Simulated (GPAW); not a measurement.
# Surface energy and work function of Ca(110) from slabs of 4 to 14 layers (RPBE)

How do energy and work function of Ca(110) films settle with thickness, and what surface energy follows?

**Method.** GPAW 26.7.0, plane waves at 450 eV with PAW setups; symmetric 1×1 slabs cut at the tabulated lattice constant (two decimals; low-temperature values for the alkali metals), atoms at bulk places, 7.5 Å of vacuum on each side, one in-plane mesh for all thicknesses, Fermi-Dirac smearing of 0.1 eV. Energies are extrapolated to zero smearing and count from the program's reference atoms. Functional RPBE. The cell's area is 22.017 Å².

Results, with one row withheld:

| layers | energy (eV) | work function (eV) |
| --- | --- | --- |
| 4 | −6.0388 | 2.69 |
| 5 | −7.8799 | 2.75 |
| 6 | −9.7134 | 2.75 |
| 7 | −11.5614 | 2.73 |
| 8 | −13.4089 | 2.74 |
| 9 | −15.2492 | 2.74 |
| 10 | −17.0966 | 2.74 |
| 11 | −18.9437 | 2.74 |
| 12 | −20.7870 | 2.74 |
| 14 | ? | ? |

To predict: What surface energy do these runs give, and what energy and work function should the 14-layer slab have?

A: A slab of n layers has E(n) = nε + 2Aγ once its middle is bulk-like. A line through n = 6 to 12 has the slope ε = −1.8455 eV a layer and the intercept 2Aγ = 1.3578 eV (r.m.s. residual 1.7 meV). So γ = 1.3578 / (2 × 22.017 Å²) = 0.0308 eV/Å² = 0.49 J/m², with a standard error of under 0.01 J/m² from the scatter about the line. For 14 layers: 1.3578 + 14 × (−1.8455) = −24.479 eV; the run gives −24.479 eV, 0.3 meV over the line. The work function has no such law: from 6 to 12 layers it moves between 2.73 and 2.75 eV (mean 2.74), and the 14-layer slab gives 2.74 eV. The thinnest slab, 4 layers, lies −0.05 eV from that mean.

Caveats: The surfaces are unrelaxed, so γ is an upper bound for this functional and lattice constant. The tabulated lattice constant isn't the functional's own, which strains the slab a little.
